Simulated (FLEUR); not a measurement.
# Anisotropy of free Ni(001) film, 2 layers with FLEUR

One state of free Ni(001) film, 2 layers is converged without symmetry. Force theorems then give its anisotropy.

Method: PBE; all-electron FLAPW film, Dirac cores, scalar-relativistic bands, in FLEUR MaX-R8.1.

Report form: the programs' logs are mostly left out.

**1. Set-up**

The cell holds 2 atoms: 2 Ni. Cell: a = 2.492 Å, b = 2.492 Å, c = 15.762 Å, α = 90.0°, β = 90.0°, γ = 90.0°. Layers at typed spacings, unrelaxed. Vacuum lies along c.

Coordinates:

```xyz
2
Lattice="2.4917 0.0000 0.0000 0.0000 2.4917 0.0000 0.0000 0.0000 15.7619" Properties=species:S:1:pos:R:3
Ni    0.0000    0.0000    7.0000
Ni    1.2458    1.2458    8.7619
```

**2. Reference state**

The force theorems are single passes in this state's potential, so it has to be converged first.

No symmetry is used, so that later steps may turn the spins freely; k and −k are joined. FLEUR takes the sheet as a true film: the images along c are dropped, heights are typed in bohr, and the vacuum on both sides is semi-infinite. inpgen writes inp.xml from crystal.txt; cutoffs, mixing, functional, smearing and local orbitals are then set in the file. The k list scf (kpts.xml, not shown) is a Γ-centred 12×12×1 mesh; where the ranks do not divide the number of points, some are split in two of half the weight.

The input, inp.xml:

```
<?xml version="1.0" encoding="UTF-8" standalone="no"?>
<fleurInput fleurInputVersion="0.39">
   <comment>
      Ni
   </comment>
   <calculationSetup>
      <cutoffs Kmax="3.66" Gmax="11.0" GmaxXC="11.0" numbands="0"/>
      <scfLoop itmax="150" minDistance="0.00002" maxIterBroyd="15" imix="Anderson" alpha="0.03" precondParam="0.0" spinf="2.0" sdNocoIR="T"/>
      <coreElectrons ctail="F" frcor="F" kcrel="0" coretail_lmax="0"/>
      <xcFunctional name="pbe" relativisticCorrections="F"/>
      <magnetism jspins="2" l_noco="F" l_ss="F">
         <qss>0.0 0.0 0.0</qss>
         <mtNocoParams l_mperp="F" l_mtNocoPot="F" l_relaxSQA="F" mag_mixing_scheme="0" mix_RelaxWeightOffD="1.0" l_constrained="F" mix_constr="1.0"/>
         <sourceFreeMag l_sourceFree="F" l_scaleMag="F" mag_scale="1.0"/>
      </magnetism>
      <soc l_soc="F" theta="0.0" phi="0.0" spav="F"/>
      <expertModes spex="0" secvar="F"/>
      <geometryOptimization l_f="F" forcealpha="1.0" forcemix="BFGS" epsdisp="0.00001" epsforce="0.00001"/>
      <ldaU l_linMix="F" mixParam="0.05" spinf="1.0"/>
   </calculationSetup>
   <cell>
      <bzIntegration valenceElectrons="36.0" mode="hist" fermiSmearingEnergy="0.00183747">
         <kPointListSelection listName="scf"/>
         <xi:include xmlns:xi="http://www.w3.org/2001/XInclude" href="kpts.xml"> </xi:include>
      </bzIntegration>
      <xi:include xmlns:xi="http://www.w3.org/2001/XInclude" href="sym.xml"> </xi:include>
      <filmLattice scale="1.0" dVac="8.61" dTilda="11.11">
         <bravaisMatrixFilm>
            <row-1>    4.7086305846658192     0.0000000000000000</row-1>
            <row-2>    0.0000000000000000     4.7086305846658192</row-2>
         </bravaisMatrixFilm>
         <vacuumEnergyParameters vacuum="1" spinUp="-.25" spinDown="-.25"/>
         <vacuumEnergyParameters vacuum="2" spinUp="-.25" spinDown="-.25"/>
      </filmLattice>
   </cell>
   <atomSpecies>
      <species name="Nickel (Ni1.000" element="Ni" atomicNumber="28">
         <mtSphere radius="2.24" gridPoints="741" logIncrement="0.016"/>
         <atomicCutoffs lmax="8" lnonsphr="6"/>
         <electronConfig flipSpins="F">
            <coreConfig>(1s1/2) (2s1/2) (2p1/2) (2p3/2)</coreConfig>
            <valenceConfig>(3s1/2) (3p1/2) (3p3/2) (4s1/2) (3d3/2) (3d5/2)</valenceConfig>
            <stateOccupation state="(3d3/2)" spinUp="1.6" spinDown="1.6"/>
            <stateOccupation state="(3d5/2)" spinUp="2.9" spinDown="1.9"/>
         </electronConfig>
         <energyParameters s="4" p="4" d="3" f="4"/>
         <lo type="SCLO" l="0" n="3" eDeriv="0"/>
         <lo type="SCLO" l="1" n="3" eDeriv="0"/>
      </species>
   </atomSpecies>
   <atomGroups>
      <atomGroup species="Nickel (Ni1.000">
         <filmPos label="                   1">.0000000000 .0000000000 -1.6647511169</filmPos>
         <force calculate="T" relaxXYZ="TTT"/>
         <nocoParams  alpha="0.0" beta="0.0"/>
      </atomGroup>
      <atomGroup species="Nickel (Ni1.000">
         <filmPos label="                   2">1.000/2.000 1.000/2.000 1.6647511169</filmPos>
         <force calculate="T" relaxXYZ="TTT"/>
         <nocoParams  alpha="0.0" beta="0.0"/>
      </atomGroup>
   </atomGroups>
   <output dos="F" band="F" slice="F">
      <bandDOS minEnergy="-.5*Htr" maxEnergy="0.5*Htr" sigma="0.015" storeEVData="T"/>
      <plotting iplot="0" polar="F">
         <plot TwoD="T" vec1="  1.0  0.0  0.0" vec2="  0.0  1.0  0.0" vec3="  0.0  0.0  1.0" zero="  0.0  0.0 -0.5" file="plot"/>
      </plotting>
      <moessbauerParams electricFieldGradient="F" isomerShift="F" coreHyperfine="F" valenceHyperfine="F"/>
   </output>
</fleurInput>
```

The input, crystal.txt:

```
Ni
&input film=T cartesian=F /
2.49170000000  0.00000000000  0.00000000000
0.00000000000  2.49170000000  0.00000000000
0.00000000000  0.00000000000  1.00000000000
1.8897261246
1.0 1.0 1.0

2
28 0.00000000000  0.00000000000  -1.66475111692 : 1.000
28 0.50000000000  0.50000000000  1.66475111692 : 1.000

&kpt div1=12 div2=12 div3=1 gamma=T /
```

The run is started by

```sh
$ OMP_NUM_THREADS=1 inpgen -f crystal.txt -nosym -noco > inpgen.log  # inp.xml is then edited as shown
$ OMP_NUM_THREADS=1 mpirun -n 4 fleur_MPI > fleur.log
```

It took 71 s on 4 MPI ranks of Arm Neoverse V1, shared host; peak memory 0.62 GiB; 4.7 min of CPU time.

This step gave:

```yaml
free_energy: -82766.1010 eV
program_s_band_gap_on_this_mesh_in_a_metal_only_a_level_spacing: 1.00e-10 eV
magnetization: 1.452 μB
final_state: ferromagnetic
largest_moment: 0.7668 μB
```

After 29 cycles the largest moment stands at 0.767 μB.

**3. Anisotropy by the force theorem, rung 1**

Anisotropy is a small difference, so it is taken from sums over occupied states at a frozen potential, where most errors cancel.

One pass with spin–orbit coupling for each direction, from the saved density. Inversion lets half of the mesh serve, which the program's warning doesn't know. The k list mae (kpts.xml, not shown) is a Γ-centred 20×20×1 mesh.

Edit inp.xml of step 2 so:

```diff
@@ -6,4 +6,4 @@
    <calculationSetup>
-      <cutoffs Kmax="3.66" Gmax="11.0" GmaxXC="11.0" numbands="0"/>
-      <scfLoop itmax="150" minDistance="0.00002" maxIterBroyd="15" imix="Anderson" alpha="0.03" precondParam="0.0" spinf="2.0" sdNocoIR="T"/>
+      <cutoffs Kmax="3.66" Gmax="11.0" GmaxXC="11.0" numbands="68"/>
+      <scfLoop itmax="1" minDistance="0.00002" maxIterBroyd="15" imix="Anderson" alpha="0.03" precondParam="0.0" spinf="2.0" sdNocoIR="T"/>
       <coreElectrons ctail="F" frcor="F" kcrel="0" coretail_lmax="0"/>
@@ -15,3 +15,3 @@
       </magnetism>
-      <soc l_soc="F" theta="0.0" phi="0.0" spav="F"/>
+      <soc l_soc="T" theta="0.0" phi="0.0" spav="F"/>
       <expertModes spex="0" secvar="F"/>
@@ -22,3 +22,3 @@
       <bzIntegration valenceElectrons="36.0" mode="hist" fermiSmearingEnergy="0.00183747">
-         <kPointListSelection listName="scf"/>
+         <kPointListSelection listName="mae"/>
          <xi:include xmlns:xi="http://www.w3.org/2001/XInclude" href="kpts.xml"> </xi:include>
@@ -69,2 +69,5 @@
    </output>
+   <forceTheorem>
+      <MAE theta="0.0 1.5707963 1.5707963" phi="0.0 0.0 1.5707963"/>
+   </forceTheorem>
 </fleurInput>
```

The run is started by

```sh
$ OMP_NUM_THREADS=1 mpirun -n 4 fleur_MPI -warn_only > fleur.log
```

The job ended after 17 s (4 MPI ranks; peak memory 0.51 GiB).

Anisotropy energies, by row:

| axis | x | y | z | band energy less the first axis' (meV a cell) |
| --- | --- | --- | --- | --- |
| z | 0 | 0 | 1 | 0 |
| x | 1 | 0 | 0 | -0.3218 |
| y | 0 | 1 | 0 | -0.3218 |

Shape anisotropy is not in these numbers.

**4. Anisotropy by the force theorem, rung 2**

A second rung shows how far the first can be trusted.

The k list mae (kpts.xml, not shown) is a Γ-centred 30×30×1 mesh.

inp.xml is that of step 3.

Wall time 36 s (4 MPI ranks); peak memory 0.78 GiB.

Anisotropy energies, by row:

| axis | x | y | z | band energy less the first axis' (meV a cell) |
| --- | --- | --- | --- | --- |
| z | 0 | 0 | 1 | 0 |
| x | 1 | 0 | 0 | -0.1734 |
| y | 0 | 1 | 0 | -0.1734 |

**5. Spin–orbit coupling, moments along z**

Spin–orbit coupling ties the spins to the lattice and lets orbital moments form.

A new self-consistent run of the start ferro ++, with the moments along z. The k list default-1 (kpts.xml, not shown) is a Γ-centred 30×30×1 mesh.

Edit inp.xml of step 2 so:

```diff
@@ -6,12 +6,8 @@
    <calculationSetup>
-      <cutoffs Kmax="3.66" Gmax="11.0" GmaxXC="11.0" numbands="0"/>
+      <cutoffs Kmax="3.66" Gmax="11.0" GmaxXC="11.0" numbands="76"/>
       <scfLoop itmax="150" minDistance="0.00002" maxIterBroyd="15" imix="Anderson" alpha="0.03" precondParam="0.0" spinf="2.0" sdNocoIR="T"/>
-      <coreElectrons ctail="F" frcor="F" kcrel="0" coretail_lmax="0"/>
+      <coreElectrons ctail="T" frcor="F" kcrel="0" coretail_lmax="0"/>
       <xcFunctional name="pbe" relativisticCorrections="F"/>
-      <magnetism jspins="2" l_noco="F" l_ss="F">
-         <qss>0.0 0.0 0.0</qss>
-         <mtNocoParams l_mperp="F" l_mtNocoPot="F" l_relaxSQA="F" mag_mixing_scheme="0" mix_RelaxWeightOffD="1.0" l_constrained="F" mix_constr="1.0"/>
-         <sourceFreeMag l_sourceFree="F" l_scaleMag="F" mag_scale="1.0"/>
-      </magnetism>
-      <soc l_soc="F" theta="0.0" phi="0.0" spav="F"/>
+      <magnetism jspins="2"/>
+      <soc l_soc="T" theta="0.0" phi="0.0" spav="F"/>
       <expertModes spex="0" secvar="F"/>
@@ -22,3 +18,3 @@
       <bzIntegration valenceElectrons="36.0" mode="hist" fermiSmearingEnergy="0.00183747">
-         <kPointListSelection listName="scf"/>
+         <kPointListSelection listName="default-1"/>
          <xi:include xmlns:xi="http://www.w3.org/2001/XInclude" href="kpts.xml"> </xi:include>
@@ -32,3 +28,2 @@
          <vacuumEnergyParameters vacuum="1" spinUp="-.25" spinDown="-.25"/>
-         <vacuumEnergyParameters vacuum="2" spinUp="-.25" spinDown="-.25"/>
       </filmLattice>
@@ -52,10 +47,5 @@
       <atomGroup species="Nickel (Ni1.000">
-         <filmPos label="                   1">.0000000000 .0000000000 -1.6647511169</filmPos>
+         <filmPos label="                   1">-1.000/4.000 -1.000/4.000 -1.6647511169</filmPos>
+         <filmPos label="                   2">1.000/4.000 1.000/4.000 1.6647511169</filmPos>
          <force calculate="T" relaxXYZ="TTT"/>
-         <nocoParams  alpha="0.0" beta="0.0"/>
-      </atomGroup>
-      <atomGroup species="Nickel (Ni1.000">
-         <filmPos label="                   2">1.000/2.000 1.000/2.000 1.6647511169</filmPos>
-         <force calculate="T" relaxXYZ="TTT"/>
-         <nocoParams  alpha="0.0" beta="0.0"/>
       </atomGroup>
```

Edit crystal.txt of step 2 so:

```diff
@@ -12,2 +12,3 @@
 
-&kpt div1=12 div2=12 div3=1 gamma=T /
+&soc 0.0000000 0.0000000 /
+&kpt div1=30 div2=30 div3=1 gamma=T /
```

The run is started by

```sh
$ OMP_NUM_THREADS=1 inpgen -f crystal.txt > inpgen.log  # inp.xml is then edited as shown
$ OMP_NUM_THREADS=1 mpirun -n 4 fleur_MPI > fleur.log
```

It took 2.8 min on 4 MPI ranks; peak memory 0.48 GiB; 11 min of CPU time.

This step gave:

```yaml
free_energy: -82766.1495 eV
program_s_band_gap_on_this_mesh_in_a_metal_only_a_level_spacing: 0 eV
magnetization: 1.415 μB
final_state: ferromagnetic
largest_moment: 0.7499 μB
orbital_moment_along_the_spin: 0.06773 μB
```

Orbital moment in the sphere, along the spin axis by atom:

| atom | orbital moment in the sphere, along the spin axis (μB) |
| --- | --- |
| Ni1 | 0.0677 |
| Ni2 | 0.0677 |

**6. Summary of results**

| Quantity | Value |
| --- | --- |
| reference state | ferromagnetic |
| largest sphere moment | 0.767 μB |
| easy direction of those tried | the plane normal to z |
| energy along x less z, force theorem | -0.173 meV a primitive cell |
| orbital moment on the atom of largest spin, along its spin (spin–orbit run) | 0.0677 μB |

In words: By the force theorem the moments prefer the plane normal to z, with no direction in it resolved; shape anisotropy is not in it, and in a film it favours the plane. The difference for the second direction goes from -0.32 meV (mesh 20×20×1, 68 states, 69 s of CPU time) to -0.17 meV (mesh 30×30×1, 68 states, 2.4 min), so it is not converged. The orbital moment is parallel to the spin, as Hund's third rule has it for a shell over half filled. The state was typed, and no other order was converged beside it, so it need not be the ground state.

[Logs and program files are shortened in this print: banners, set-up blocks, solver, clock and traceback lines can be left out without a mark of their own.]

[Logs are printed without paths, hosts, clocks, repeated set-up lines and the standing remarks that a program may print on its own settings, such as how far it seeks lower states.]

[Hosts, paths, dates, database ids (printed as entryN), source tags and the programs' standing remarks are cut or masked in the printed files.]

[Where a cell is said to come from a database of computed structures, the database is the Materials Project.]
